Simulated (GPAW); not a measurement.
Two runs for the B K edge of atom 2 in TiB2 (P6/mmm). Run A: GPAW, PBE, excited-electron core hole (neutral cell), 18-atom cell with 5.2 Å between holes, 7×7×5 k points, dipole transitions, Gaussian full width 0.9 eV up to 4 eV, rising linearly to 3.5 eV at 25 eV. Run B differs in one choice.

Energy from the lowest empty level; intensity scaled to a mean of 1 over the first 20 eV:

| E (eV) | A | B |
| --- | --- | --- |
| -2.0 | 0.00 | 0.00 |
| -1.5 | 0.00 | 0.00 |
| -1.0 | 0.00 | 0.00 |
| -0.5 | 0.04 | 0.04 |
| 0.0 | 0.23 | 0.25 |
| 0.5 | 0.52 | 0.57 |
| 1.0 | 0.80 | 0.88 |
| 1.5 | 0.97 | 1.02 |
| 2.0 | 1.00 | 1.06 |
| 2.5 | 1.06 | 1.09 |
| 3.0 | 0.98 | 1.01 |
| 3.5 | 0.99 | 1.18 |
| 4.0 | 1.22 | 1.20 |
| 4.5 | 1.08 | 1.01 |
| 5.0 | 1.01 | 1.16 |
| 5.5 | 1.16 | 1.19 |
| 6.0 | 1.11 | 1.18 |
| 6.5 | 1.09 | 1.32 |
| 7.0 | 1.19 | 1.47 |
| 7.5 | 1.35 | 1.58 |
| 8.0 | 1.49 | 1.63 |
| 8.5 | 1.55 | 1.60 |
| 9.0 | 1.53 | 1.46 |
| 9.5 | 1.42 | 1.27 |
| 10.0 | 1.24 | 1.10 |
| 10.5 | 1.08 | 1.06 |
| 11.0 | 1.02 | 1.09 |
| 11.5 | 1.04 | 1.10 |
| 12.0 | 1.06 | 1.08 |
| 12.5 | 1.05 | 1.07 |
| 13.0 | 1.05 | 1.07 |
| 13.5 | 1.05 | 1.06 |
| 14.0 | 1.04 | 1.06 |
| 14.5 | 1.02 | 1.07 |
| 15.0 | 1.02 | 1.07 |
| 15.5 | 1.03 | 1.05 |
| 16.0 | 1.04 | 0.98 |
| 16.5 | 1.02 | 0.84 |
| 17.0 | 0.94 | 0.66 |
| 17.5 | 0.80 | 0.47 |
| 18.0 | 0.62 | 0.32 |
| 18.5 | 0.44 | 0.22 |
| 19.0 | 0.30 | 0.17 |
| 19.5 | 0.21 | 0.17 |
| 20.0 | 0.18 | 0.20 |
| 20.5 | 0.18 | 0.24 |
| 21.0 | 0.21 | 0.29 |
| 21.5 | 0.25 | 0.34 |
| 22.0 | 0.29 | 0.38 |
| 22.5 | 0.34 | 0.43 |
| 23.0 | 0.38 | 0.47 |
| 23.5 | 0.42 | 0.52 |
| 24.0 | 0.46 | 0.56 |
| 24.5 | 0.50 | 0.60 |
| 25.0 | 0.54 | 0.64 |
| 25.5 | 0.58 | 0.67 |
| 26.0 | 0.62 | 0.69 |
| 26.5 | 0.65 | 0.71 |
| 27.0 | 0.68 | 0.70 |
| 27.5 | 0.70 | 0.69 |
| 28.0 | 0.70 | 0.67 |
| 28.5 | 0.69 | 0.65 |
| 29.0 | 0.67 | 0.64 |
| 29.5 | 0.65 | 0.63 |
| 30.0 | 0.63 | 0.62 |
| 30.5 | 0.62 | 0.60 |
| 31.0 | 0.61 | 0.58 |
| 31.5 | 0.60 | 0.54 |

**Question.** What was changed?
a) the broadening
b) the volume of the cell
c) the size of the supercell
d) the plane-wave cutoff

(b): run B changes the volume scale from 1 to 1.06. The scaled spectrum changes by 13 % r.m.s. The highest intensity below 16 eV goes from 8.6 eV (1.55) to 8.1 eV (1.63). Other settings could leave a like mark; this is the one that was changed.

[Hosts, paths, dates, database ids (printed as entryN), source tags and the programs' standing remarks are cut or masked in the printed files.]

[Lists of maxima count a maximum above −3 eV only where it reaches 4 % of the highest in the window and stands out from its surroundings by 2 % of it (1.5 % where it reaches 55 %); shoulders and weaker maxima are passed over, and of the rest the first, up to two pre-edge ones and the few strongest are named.]
